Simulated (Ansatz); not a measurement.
# Decaying states in the gap of TlBiI4

Aim: relax a made-up compound, TlBiI4, and see how good a tunnel barrier it would be. It is built by putting I for F in the TlBiF4 structure of space group P4/mmm, with the volume rescaled by atomic radii. The parent structure comes from the Materials Project.

Program: Ansatz 0.2.0. Level of theory: PBE DFT, plane waves, PAW files, in the first sound run; inputs show where later runs differ. Results are calculated unless marked as measured.

The structure was built from a prototype and need not be the compound's stable phase.

## Step 1: The starting structure

It takes space group P4/mmm (No. 123, tetragonal). The conventional cell has a = 5.160 Å, b = 5.160 Å, c = 8.582 Å, α = 90.00°, β = 90.00°, γ = 90.00°. Nearest to Tl lie 8 I at 3.66 Å. Nearest to Bi lie 8 I at 3.09 Å. Nearest to I lie 2 Bi at 3.09 Å and 1 I at 3.39 Å and 2 Tl at 3.66 Å. It derives from TlBiF4. I for F in the TlBiF4 structure of space group P4/mmm. Farther neighbours and most contacts between anions are not listed.

## Step 2: Cell and atoms at rest

The substituted atoms don't fit the parent's cell, so cell and atoms relax together. A small smearing keeps the run stable in case the gap closes on the way.

File input.yaml:

```yaml
crystal:
  lattice:
    - [5.1595585077, 0.0, 0.0]
    - [0.0, 5.1595585077, 0.0]
    - [0.0, 0.0, 8.5820755643]
  atoms:
    - { symbol: Tl, position: [0.0, 0.0, 0.0] }
    - { symbol: Bi, position: [0.5, 0.5, 0.5] }
    - { symbol: I, position: [0.5, 0.0, 0.69755014] }
    - { symbol: I, position: [0.0, 0.5, 0.30244986] }
    - { symbol: I, position: [0.5, 0.0, 0.30244986] }
    - { symbol: I, position: [0.0, 0.5, 0.69755014] }
kpoints:
  mp_grid: { grid: [4, 4, 4] }
scf:
  occupations: { method: gaussian, width: 0.03 }
hamiltonian:
  xc: pbe
output:
  forces: true
  stress: true
relax:
  f_tol: 0.02
  max_steps: 60
  cell: {}
```

On the command line:

```bash
ansatz run input.yaml --threads 2 --pin off --max-ram 4096MiB --backend cpu --events-out ev --progress --plain --runs-dir out
```

Numbers of over 12 decimals in the logs are rounded to 6 here.

What it wrote:

```text
Engine: ansatz 0.2.0, x86_64-unknown-linux-gnu
Pseudopotentials: kind: paw
Pseudopotential: Tl, paw, valence charge 13, recommended cutoff 420 eV (normal), Tl.paw.azcp
Pseudopotential: Bi, paw, valence charge 15, recommended cutoff 420 eV (normal), Bi.paw.azcp
Pseudopotential: I, paw, valence charge 17, recommended cutoff 420 eV (normal), I.paw.azcp
Functional definition: PBE
  parameter kappa = 0.804
  parameter beta = 0.066725
  exchange = pbe_x(kappa = kappa, mu = beta*pi^2/3)
  correlation = pbe_c(beta = beta)
Crystal: 6 atoms, lattice volume = 228.464 Å³
Basis set: ecut = 420 eV, 4501 PW (Γ), exchange–correlation on 72×72×120 points (8 copies of the dense FFT grid, shifted against one another)
Bands: 58, of which v1, the nominal top of the filled ones, is band 48 counted from 1 (47 counted from 0)
Symmetry: 16 space group operations
Space group: P4/mmm (ITA 123), of the structure as read, at distance tolerance 6.1e-5 Å
k-points: 18 of 64
Non-local potential: Tl, projectors of the file, l = 0: 2, l = 1: 2, l = 2: 2, l = 3: 1
Non-local potential: Bi, projectors of the file, l = 0: 2, l = 1: 2, l = 2: 2, l = 3: 2
Non-local potential: I, projectors of the file, l = 0: 2, l = 1: 2, l = 2: 2, l = 3: 2
PAW form: soft (Blöchl's): semilocal exchange-correlation on the pseudo side does not see the compensation charge
PAW one-centre angular grid: Tl, 590 points (default); XC on 64 Gauss nodes
PAW one-centre angular grid: Bi, 590 points (default); XC on 64 Gauss nodes
PAW one-centre angular grid: I, 590 points (default); XC on 64 Gauss nodes
Initial density: superposition of atomic densities (neutral atoms: chi_scale 0, normalization atom), corrected by the library's trained network
Initial wavefunctions: pseudopotential atomic-orbital guess
Functional: x = pbe(κ = 0.804, μ = 0.219515), c = pbe(β = 0.066725)
SCF iter   1: F=—  HF=-53893.347777 eV  |F-HF|=—  |Δ(HF+E_count)|=         —  Δρ=2.00e-3  dr2=1.55e-2  ethr=1.77e-3  ⟨swp⟩=10.0  Hψ=4911  notcnv=0  defer=11
preconditioner: auto → Resta (q_TF=auto, 2.361 Å⁻¹)  ε∞=3.5  [insulator: Δε(μ)=0.075 eV  Ē_g=10.634 eV  σ=0.030 eV  W_gap=0.92  n_scr=46 (ndim 8)  ℏωp=16.7 eV  f_vac=0.147  D(μ)=0.59/eV (n_scr^D=0)  ε∞_Penn≈3.5]
SCF iter   2: F=—  HF=-53893.344168 eV  |F-HF|=—  |Δ(HF+E_count)|=   3.61e-3  Δρ=1.09e-3  dr2=3.67e-3  ethr=1.61e-5  ⟨swp⟩=2.3  Hψ=1851  notcnv=0  defer=67
preconditioner: auto → LDOS  [insulator: Δε(μ)=0.053 eV  Ē_g=10.634 eV  σ=0.030 eV  W_gap=0.78  n_scr=46 (ndim 8)  ℏωp=16.7 eV  f_vac=0.147  D(μ)=1.43/eV (n_scr^D=2)  ε∞_Penn≈3.5  β→1.0]
SCF iter   3: F=—  HF=-53893.345988 eV  |F-HF|=—  |Δ(HF+E_count)|=   1.82e-3  Δρ=8.55e-4  dr2=6.97e-3  ethr=3.83e-6  ⟨swp⟩=2.0  Hψ=1947  notcnv=0  defer=67
SCF iter   4: F=—  HF=-53893.344516 eV  |F-HF|=—  |Δ(HF+E_count)|=   1.47e-3  Δρ=1.67e-4  dr2=7.91e-5  ethr=3.83e-6  ⟨swp⟩=3.0  Hψ=2029  notcnv=0  defer=67
SCF iter   5: F=—  HF=-53893.344486 eV  |F-HF|=—  |Δ(HF+E_count)|=   2.97e-5  Δρ=5.48e-5  dr2=9.63e-6  ethr=8.24e-8  ⟨swp⟩=2.0  Hψ=1839  notcnv=0  defer=67
SCF iter   6: F=—  HF=-53893.344499 eV  |F-HF|=—  |Δ(HF+E_count)|=   1.29e-5  Δρ=1.90e-5  dr2=1.89e-6  ethr=1.00e-8  ⟨swp⟩=3.2  Hψ=2193  notcnv=0  defer=67
SCF iter   7: F=—  HF=-53893.344499 eV  |F-HF|=—  |Δ(HF+E_count)|=   9.68e-8  Δρ=6.61e-6  dr2=2.92e-7  ethr=1.97e-9  ⟨swp⟩=3.0  Hψ=1878  notcnv=0  defer=67
SCF iter   8: F=-53893.344499 eV  HF=-53893.344499 eV  |F-HF|=4.83e-9  |Δ(HF+E_count)|=   3.02e-8  Δρ=1.98e-6  dr2=1.27e-8  ethr=1.04e-10  ⟨swp⟩=5.0  Hψ=3473  notcnv=0
SCF 1 converged in 8 iterations: F = -53893.344499 eV  dr2 = 1.27e-8
  greatest PAW one-centre occupation: 0.999 electrons in one spin orbital (limit 2), on the I atom at site 4 (counted from 0), in its partial waves of l = 2
relax step   1: F+E_penalty+E_count = -53893.34449910 eV  Δ(F+E_penalty+E_count) = +0.000e0 eV  max|allowed force component| = 1.479e0 eV/Å  Δτ_max = 0.0000 Å  P = +6.920 GPa  Ω = 228.464 Å³  (8 SCF iters, dr2 threshold 1.00e-7 eV, accepted)
Crystal: 6 atoms, lattice volume = 254.637 Å³
Basis set: ecut = 420 eV, 4949 PW (Γ), exchange–correlation on 72×72×120 points (8 copies of the dense FFT grid, shifted against one another)
Initial density: handed on by an earlier stage of this run
Initial wavefunctions: those handed on with the density
iter 1 solved again at ethr=3.71e-4 eV; its pass at ethr=3.10e-3 eV (dr2=3.56e-1 eV) is discarded
SCF iter   1: F=—  HF=-53894.519845 eV  |F-HF|=—  |Δ(HF+E_count)|=         —  Δρ=7.40e-3  dr2=3.61e-1  ethr=3.71e-4  ⟨swp⟩=2.7  Hψ=6198  notcnv=0
preconditioner: auto → Resta (q_TF=auto, 2.319 Å⁻¹)  ε∞=3.4  [insulator: Δε(μ)=0.252 eV  Ē_g=10.227 eV  σ=0.030 eV  W_gap=1.00  n_scr=46 (ndim 8)  ℏωp=15.8 eV  f_vac=0.159  D(μ)=0.00/eV (n_scr^D=0)  ε∞_Penn≈3.4]
SCF iter   2: F=—  HF=-53894.427634 eV  |F-HF|=—  |Δ(HF+E_count)|=   9.22e-2  Δρ=2.81e-3  dr2=3.71e-2  ethr=3.71e-4  ⟨swp⟩=4.3  Hψ=2253  notcnv=0
SCF iter   3: F=—  HF=-53894.418958 eV  |F-HF|=—  |Δ(HF+E_count)|=   8.68e-3  Δρ=1.05e-3  dr2=3.91e-3  ethr=3.86e-5  ⟨swp⟩=2.9  Hψ=1669  notcnv=0  defer=70
SCF iter   4: F=—  HF=-53894.419114 eV  |F-HF|=—  |Δ(HF+E_count)|=   1.56e-4  Δρ=2.73e-4  dr2=3.79e-4  ethr=4.07e-6  ⟨swp⟩=2.0  Hψ=1396  notcnv=0  defer=70
SCF iter   5: F=—  HF=-53894.419239 eV  |F-HF|=—  |Δ(HF+E_count)|=   1.24e-4  Δρ=8.40e-5  dr2=4.56e-5  ethr=3.95e-7  ⟨swp⟩=2.2  Hψ=1481  notcnv=0  defer=70
SCF iter   6: F=—  HF=-53894.419278 eV  |F-HF|=—  |Δ(HF+E_count)|=   3.98e-5  Δρ=3.60e-5  dr2=5.53e-6  ethr=4.75e-8  ⟨swp⟩=2.0  Hψ=1478  notcnv=0  defer=70
SCF iter   7: F=-53894.419288 eV  HF=-53894.419287 eV  |F-HF|=6.46e-7  |Δ(HF+E_count)|=   8.70e-6  Δρ=9.33e-6  dr2=3.28e-7  ethr=6.25e-10  ⟨swp⟩=3.2  Hψ=4328  notcnv=0
SCF 2 converged in 7 iterations: F = -53894.419288 eV  dr2 = 3.28e-7
  greatest PAW one-centre occupation: 0.999 electrons in one spin orbital (limit 2), on the I atom at site 5 (counted from 0), in its partial waves of l = 2
relax step   2: F+E_penalty+E_count = -53894.41928767 eV  Δ(F+E_penalty+E_count) = -1.075e0 eV  max|allowed force component| = 5.132e-2 eV/Å  Δτ_max = 0.1950 Å  P = +0.804 GPa  Ω = 254.637 Å³  energy of the carried Pulay correction = -3.592e-3 eV  (7 SCF iters, dr2 threshold 6.00e-7 eV, accepted)
Crystal: 6 atoms, lattice volume = 259.675 Å³
Basis set: ecut = 420 eV, 5049 PW (Γ), exchange–correlation on 72×72×120 points (8 copies of the dense FFT grid, shifted against one another)
iter 1 solved again at ethr=2.83e-6 eV; its pass at ethr=3.10e-3 eV (dr2=2.72e-3 eV) is discarded
SCF iter   1: F=—  HF=-53894.502297 eV  |F-HF|=—  |Δ(HF+E_count)|=         —  Δρ=7.83e-4  dr2=2.88e-3  ethr=2.83e-6  ⟨swp⟩=3.5  Hψ=6623  notcnv=0
preconditioner: auto → Resta (q_TF=auto, 2.311 Å⁻¹)  ε∞=3.4  [insulator: Δε(μ)=0.195 eV  Ē_g=10.189 eV  σ=0.030 eV  W_gap=1.00  n_scr=50 (ndim 8)  ℏωp=15.6 eV  f_vac=0.159  D(μ)=0.00/eV (n_scr^D=0)  ε∞_Penn≈3.4]
SCF iter   2: F=—  HF=-53894.501878 eV  |F-HF|=—  |Δ(HF+E_count)|=   4.19e-4  Δρ=4.15e-4  dr2=5.55e-4  ethr=2.83e-6  ⟨swp⟩=1.9  Hψ=1096  notcnv=0
SCF iter   3: F=—  HF=-53894.501961 eV  |F-HF|=—  |Δ(HF+E_count)|=   8.29e-5  Δρ=1.45e-4  dr2=9.02e-5  ethr=5.78e-7  ⟨swp⟩=2.0  Hψ=1316  notcnv=0
SCF iter   4: F=—  HF=-53894.501997 eV  |F-HF|=—  |Δ(HF+E_count)|=   3.61e-5  Δρ=3.92e-5  dr2=7.63e-6  ethr=9.40e-8  ⟨swp⟩=2.0  Hψ=1454  notcnv=0
SCF iter   5: F=—  HF=-53894.502002 eV  |F-HF|=—  |Δ(HF+E_count)|=   4.64e-6  Δρ=1.47e-5  dr2=1.11e-6  ethr=7.95e-9  ⟨swp⟩=2.2  Hψ=1839  notcnv=0
SCF iter   6: F=-53894.502003 eV  HF=-53894.502003 eV  |F-HF|=8.07e-8  |Δ(HF+E_count)|=   1.03e-6  Δρ=4.45e-6  dr2=8.09e-8  ethr=6.25e-10  ⟨swp⟩=5.0  Hψ=3503  notcnv=0
SCF 3 converged in 6 iterations: F = -53894.502003 eV  dr2 = 8.09e-8
relax step   3: F+E_penalty+E_count = -53894.50200286 eV  Δ(F+E_penalty+E_count) = -8.272e-2 eV  max|allowed force component| = 1.252e-3 eV/Å  Δτ_max = 0.0028 Å  P = +0.199 GPa  Ω = 259.675 Å³  energy of the carried Pulay correction = -4.239e-3 eV  (6 SCF iters, dr2 threshold 6.00e-7 eV, accepted)
[...]
relax step   4: F+E_penalty+E_count = -53894.50731868 eV  Δ(F+E_penalty+E_count) = -5.316e-3 eV  max|allowed force component| = 6.156e-2 eV/Å  Δτ_max = 0.0348 Å  P = -0.504 GPa  Ω = 264.976 Å³  energy of the carried Pulay correction = -4.906e-3 eV  (6 SCF iters, dr2 threshold 6.00e-7 eV, accepted)
[...]
relax step   5: F+E_penalty+E_count = -53894.51777636 eV  Δ(F+E_penalty+E_count) = -1.046e-2 eV  max|allowed force component| = 8.264e-3 eV/Å  Δτ_max = 0.0126 Å  P = -0.084 GPa  Ω = 260.920 Å³  energy of the carried Pulay correction = -4.397e-3 eV  (5 SCF iters, dr2 threshold 6.00e-7 eV, accepted)
[...]
relax step   6: F+E_penalty+E_count = -53894.51822835 eV  Δ(F+E_penalty+E_count) = -4.520e-4 eV  max|allowed force component| = 3.985e-5 eV/Å  Δτ_max = 0.0018 Å  P = -0.003 GPa  Ω = 259.880 Å³  energy of the carried Pulay correction = -4.265e-3 eV  (6 SCF iters, dr2 threshold 3.58e-8 eV, accepted)
Basis set: ecut = 420 eV, 5081 PW (Γ), exchange–correlation on 80×80×120 points (8 copies of the dense FFT grid, shifted against one another)
Initial wavefunctions: pseudopotential atomic-orbital guess (no wavefunctions were taken with the density)
iter 1 solved again at ethr=4.81e-7 eV; its pass at ethr=3.10e-3 eV (dr2=4.61e-4 eV) is discarded
SCF iter   1: F=—  HF=-53894.445083 eV  |F-HF|=—  |Δ(HF+E_count)|=         —  Δρ=1.33e-3  dr2=1.51e-4  ethr=4.81e-7  ⟨swp⟩=3.9  Hψ=7761  notcnv=0
preconditioner: auto → Resta (q_TF=auto, 2.311 Å⁻¹)  ε∞=3.4  [insulator: Δε(μ)=0.198 eV  Ē_g=10.150 eV  σ=0.030 eV  W_gap=1.00  n_scr=50 (ndim 8)  ℏωp=15.6 eV  f_vac=0.152  D(μ)=0.00/eV (n_scr^D=0)  ε∞_Penn≈3.4]
SCF iter   2: F=—  HF=-53894.496103 eV  |F-HF|=—  |Δ(HF+E_count)|=   5.10e-2  Δρ=6.69e-4  dr2=2.73e-5  ethr=1.57e-7  ⟨swp⟩=3.9  Hψ=2010  notcnv=0
SCF iter   3: F=—  HF=-53894.521015 eV  |F-HF|=—  |Δ(HF+E_count)|=   2.49e-2  Δρ=1.02e-4  dr2=3.45e-6  ethr=2.84e-8  ⟨swp⟩=3.6  Hψ=2032  notcnv=0
SCF iter   4: F=—  HF=-53894.521776 eV  |F-HF|=—  |Δ(HF+E_count)|=   7.62e-4  Δρ=1.55e-5  dr2=8.20e-7  ethr=3.59e-9  ⟨swp⟩=2.0  Hψ=1446  notcnv=0
SCF iter   5: F=—  HF=-53894.521790 eV  |F-HF|=—  |Δ(HF+E_count)|=   1.37e-5  Δρ=4.36e-6  dr2=1.71e-7  ethr=8.54e-10  ⟨swp⟩=2.0  Hψ=1273  notcnv=0
SCF iter   6: F=—  HF=-53894.521790 eV  |F-HF|=—  |Δ(HF+E_count)|=   2.30e-7  Δρ=2.31e-6  dr2=5.31e-8  ethr=1.78e-10  ⟨swp⟩=2.0  Hψ=1233  notcnv=0
SCF iter   7: F=—  HF=-53894.521790 eV  |F-HF|=—  |Δ(HF+E_count)|=   6.14e-8  Δρ=1.01e-6  dr2=8.36e-9  ethr=5.53e-11  ⟨swp⟩=2.0  Hψ=1259  notcnv=0
SCF iter   8: F=—  HF=-53894.521790 eV  |F-HF|=—  |Δ(HF+E_count)|=   7.71e-9  Δρ=3.18e-7  dr2=8.60e-10  ethr=8.71e-12  ⟨swp⟩=2.0  Hψ=1344  notcnv=0
SCF iter   9: F=-53894.521790 eV  HF=-53894.521790 eV  |F-HF|=7.28e-11  |Δ(HF+E_count)|=   1.37e-9  Δρ=7.63e-8  dr2=3.08e-11  ethr=1.00e-12  ⟨swp⟩=4.0  Hψ=4610  notcnv=0
SCF 7 converged in 9 iterations: F = -53894.521790 eV  dr2 = 3.08e-11
relax step   7: F+E_penalty+E_count = -53894.52179048 eV  Δ(F+E_penalty+E_count) = -3.562e-3 eV  max|allowed force component| = 6.580e-5 eV/Å  Δτ_max = 0.0000 Å  P = +0.002 GPa  Ω = 259.880 Å³  stress off target by 8.16e-3 GPa  SCF on the basis re-selected at this cell (its energy is not comparable with the rows above)  (9 SCF iters)
basis re-selected at this cell: Δ(F+E_penalty+E_count) = -3.562e-3 eV, ΔP = +0.005 GPa vs the last step (what re-selecting the basis moved, of the pressure what is left beyond the Pulay correction that the steps carried, after the strain that the cell walked since its last selection, with what the two solves' SCF thresholds leave and, on support functions, any second-order correction that the steps lacked; it is no measure of the basis error at this ecutwfc). The dense FFT grid was sized anew with the basis: this SCF ran on 40×40×60 points, the steps before it on 36×36×60, so part of this shift can come from that change (see relax.cell in the input reference). [rest of the remark cut]
SCF converged after 9 iterations
Free energy (F): -53894.521790 eV
Harris-Foulkes:  -53894.521790 eV  (|F-HF|=7.28e-11)
Internal energy: -53894.521790 eV  (E = F + TS)
E sigma→0 (E₀):  -53894.521790 eV
Fermi energy:    5.399894 eV
--- Per-component energies (eV) ---
  E_band       = -1779.550020
  E_kinetic    = 1384.131508
  E_local      = -11531.987498  (includes V_loc(G=0)·N_el)
  E_nonlocal   = 515.379887
  E_hartree    = 5434.863888
  E_xc         = -893.183614
  E_vxc        = -798.423521  (∫ρ·V_xc dr)
  E_paw        = -40087.866738  (= ΣΔE_a)
  E_vpaw       = -2218.377490  (= ΣTr[D̂ρ^β])
  E_aug_tail   = -0.000444  (compensation charges beyond the density's cutoff)
  E_ewald      = -8715.858778
  E_smearing   = -0.000000  (= −TS)
  E_closure    = 0.000000  (closes the sum)
  Σ components = -53894.521790   (vs F -53894.521790, Δ=0.00e0)
--- Forces (eV/Å), atoms counted from 1 ---
  atom   1  Tl     0.00000000     0.00000000     0.00000000
  atom   2  Bi    -0.00000000    -0.00000000     0.00000000
  atom   3  I      0.00000000     0.00000000    -0.00006580
  atom   4  I      0.00000000     0.00000000     0.00006580
  atom   5  I      0.00000000     0.00000000     0.00006580
  atom   6  I      0.00000000     0.00000000    -0.00006580
  max |Σ_I F_I| component: 3.75e-29 eV/Å
--- Stress (GPa, compression-positive) ---
        0.007406       0.000000       0.000000
        0.000000       0.007406       0.000000
        0.000000       0.000000      -0.008162
  P = ⅓ Tr σ = 0.0022 GPa (0.022 kbar)
--- Relaxed structure (6 steps of the walk, 6 accepted, 1 SCFs on fresh bases) ---
  F+E_penalty+E_count = -53894.52179048 eV   max|allowed force component| = 6.580e-5 eV/Å   (the final SCF, on the basis selected at the relaxed cell)
  cell:  # Å, volume = 259.8797 Å³
    - [5.547113, 0, 0.0]
    - [0, 5.547113, 0.0]
    - [0.0, 0.0, 8.445752]
  atoms:
    - { symbol: Tl, position: [0, 0, -1.0780444042032392e-18] }
    - { symbol: Bi, position: [0.5, 0.5, 0.5] }
    - { symbol: I, position: [0.5, 0, 0.723387] }
    - { symbol: I, position: [0, 0.5, 0.276613] }
    - { symbol: I, position: [0.5, 0, 0.276613] }
    - { symbol: I, position: [0, 0.5, 0.723387] }
```

Run time: 35 s. Hardware: 2 threads of Intel Xeon Platinum 8375C at 2.90GHz (Ice Lake), shared host; peak memory 0.74 GiB.

The steps of the relaxation:

| step | energy less that of the first step (eV) | largest force component (eV/Å) | pressure (GPa) | volume (Å³) |
| --- | --- | --- | --- | --- |
| 1 | 0.0000 | 1.4785 | 6.92 | 228.46 |
| 2 | -1.0748 | 0.0513 | 0.80 | 254.64 |
| 3 | -1.1575 | 0.0013 | 0.20 | 259.68 |
| 4 | -1.1628 | 0.0616 | -0.50 | 264.98 |
| 5 | -1.1733 | 0.0083 | -0.08 | 260.92 |
| 6 | -1.1737 | 0.0000 | 0.00 | 259.88 |
| 7* | -1.1773 | 0.0001 | 0.00 | 259.88 |

Relaxation steps marked * repeat the geometry before them on a plane-wave basis chosen anew for their cell, so energy and pressure can jump there.

Forces are held to the 16 operations that the run works with; a distortion that breaks them can't arise in this run.

| conventional cell, symmetrised | before | after | change |
| --- | --- | --- | --- |
| a (Å) | 5.160 | 5.547 | +7.5 % |
| b (Å) | 5.160 | 5.547 | +7.5 % |
| c (Å) | 8.582 | 8.446 | -1.6 % |
| volume (Å³/atom) | 38.08 | 43.31 | +13.8 % |

The atoms that moved most (Å, as changes of fractional coordinates times the final cell):

| atom | dx | dy | dz | length |
| --- | --- | --- | --- | --- |
| I4 | 0.000 | 0.000 | -0.218 | 0.218 |
| I5 | 0.000 | 0.000 | -0.218 | 0.218 |
| I6 | 0.000 | 0.000 | 0.218 | 0.218 |
| I3 | 0.000 | 0.000 | 0.218 | 0.218 |

The relaxed structure:

```cif
data_structure
_symmetry_space_group_name_H-M 'P 1'
_symmetry_Int_Tables_number 1
_cell_length_a 5.5471
_cell_length_b 5.5471
_cell_length_c 8.4458
_cell_angle_alpha 90.000
_cell_angle_beta 90.000
_cell_angle_gamma 90.000
_cell_volume 259.88
loop_
_atom_site_label
_atom_site_type_symbol
_atom_site_fract_x
_atom_site_fract_y
_atom_site_fract_z
_atom_site_occupancy
Tl1 Tl 0.00000 0.00000 0.00000 1
Bi2 Bi 0.50000 0.50000 0.50000 1
I3 I 0.50000 0.00000 0.72339 1
I4 I 0.00000 0.50000 0.27661 1
I5 I 0.50000 0.00000 0.27661 1
I6 I 0.00000 0.50000 0.72339 1
```

Numbers from this step:

```
free energy  : -53894.5218 eV
Fermi energy : 5.400 eV
pressure     : 0.002216 GPa
```

The largest force component on a free atom ends at 6.6e-5 eV/Å.

## Step 3: Band edges

The energy window and the wavevectors of the next steps follow from the band edges, so these are searched first, off the mesh as well.

File input.yaml:

```yaml
crystal:
  lattice:
    - [5.5471131557, 0.0, 0.0]
    - [0.0, 5.5471131557, 0.0]
    - [0.0, 0.0, 8.4457523201]
  atoms:
    - { symbol: Tl, position: [0.0, 0.0, 0.0] }
    - { symbol: Bi, position: [0.5, 0.5, 0.5] }
    - { symbol: I, position: [0.5, 0.0, 0.7233868539] }
    - { symbol: I, position: [0.0, 0.5, 0.2766131461] }
    - { symbol: I, position: [0.5, 0.0, 0.2766131461] }
    - { symbol: I, position: [0.0, 0.5, 0.7233868539] }
kpoints:
  mp_grid: { grid: [6, 6, 4] }
  band_path: { path: [VBM, CBM], npoints: 30 }
scf:
  occupations: { method: fixed }
hamiltonian:
  xc: pbe
output:
  eigenvalues: true
  write_potential: true
  write_density: true
  volumetric_format: npy
```

What it wrote:

```text
[...]
Crystal: 6 atoms, lattice volume = 259.880 Å³
Basis set: ecut = 420 eV, 5081 PW (Γ)
Bands: 58, of which v1, the nominal top of the filled ones, is band 48 counted from 1 (47 counted from 0)
Symmetry: 16 space group operations
[...]
k-points: 30 of 144
[...]
SCF iter   1: F=—  HF=-53894.527847 eV  |F-HF|=—  |Δ(HF+E_count)|=         —  Δρ=8.67e-4  dr2=1.71e-3  ethr=1.77e-3  ⟨swp⟩=5.1  Hψ=5747  notcnv=0  defer=218
[...]
SCF iter   7: F=-53894.526738 eV  HF=-53894.526738 eV  |F-HF|=2.45e-8  |Δ(HF+E_count)|=   4.68e-7  Δρ=4.23e-6  dr2=4.64e-8  ethr=1.04e-10  ⟨swp⟩=16.9  Hψ=9471  notcnv=0
SCF 1 converged in 7 iterations: F = -53894.526738 eV  dr2 = 4.64e-8
[...]
NSCF: frozen V_eff on 40 k-points
[...]
SCF converged after 7 iterations
Free energy (F): -53894.526738 eV
[...]
Internal energy: -53894.526738 eV  (E = F + TS)
E sigma→0 (E₀):  -53894.526738 eV
Fermi energy:    5.293292 eV
[...]
--- Band table (eV; the first three rows and the last of 30) ---
  k-point 0: bands = [... 44 lower, 4.0669, 4.7924, 4.8025, 4.8025, 5.5521, 6.6609, 6.6609, 8.6247, ... 6 higher]
  k-point 1: bands = [... 44 lower, 4.1717, 4.5878, 4.7346, 4.7346, 5.5251, 6.7798, 6.7798, 8.4113, ... 6 higher]
  k-point 2: bands = [... 44 lower, 4.2964, 4.3497, 4.6396, 4.6396, 5.5034, 6.9140, 6.9140, 8.2344, ... 6 higher]
  k-point 29: bands = [... 44 lower, 4.5857, 4.8124, 5.0885, 5.2786, 6.7977, 6.7977, 7.2771, 8.7831, ... 6 higher]
```

It took 31 s on 2 threads; peak memory 0.76 GiB; 59 s of CPU time.

The column dr2 measures how far the density is from self-consistency, as an energy; F and HF (Harris–Foulkes) agree once it is small.

Numbers from this step:

| Quantity | Value |
| --- | --- |
| free energy | -53894.5267 eV |
| Fermi energy | 5.293 eV |
| gap on the k-mesh | 0.2101 eV |
| gap on path | 0.2101 eV, by band count; negative where bands overlap |
| direct gap on path | 0.8638 eV |
| edge places on path | 0, 0.8831 1/A along the path |

The electronic bands at the labelled points (eV, zero at the Fermi level (highest filled level under fixed occupations); v1 is the highest filled band, c1 the lowest empty one):

| point | v4 | v3 | v2 | v1 | c1 | c2 | c3 | c4 |
| --- | --- | --- | --- | --- | --- | --- | --- | --- |
| VBM | -0.74 | -0.45 | -0.22 | 0.00 | 1.02 | 1.02 | 2.23 | 3.92 |
| halfway | -0.97 | -0.97 | -0.69 | -0.37 | 1.03 | 1.48 | 1.93 | 3.60 |
| CBM | -1.00 | -0.94 | -0.65 | -0.65 | 0.21 | 1.62 | 1.62 | 2.94 |

The searched edges give 0.210 eV, as on the mesh.

(Part 1 of 2 ends here.)

[Logs are printed without paths, hosts, clocks, repeated set-up lines and the standing remarks that a program may print on its own settings, such as how far it seeks lower states.]

[Hosts, paths, dates, database ids (printed as entryN), source tags and the programs' standing remarks are cut or masked in the printed files.]
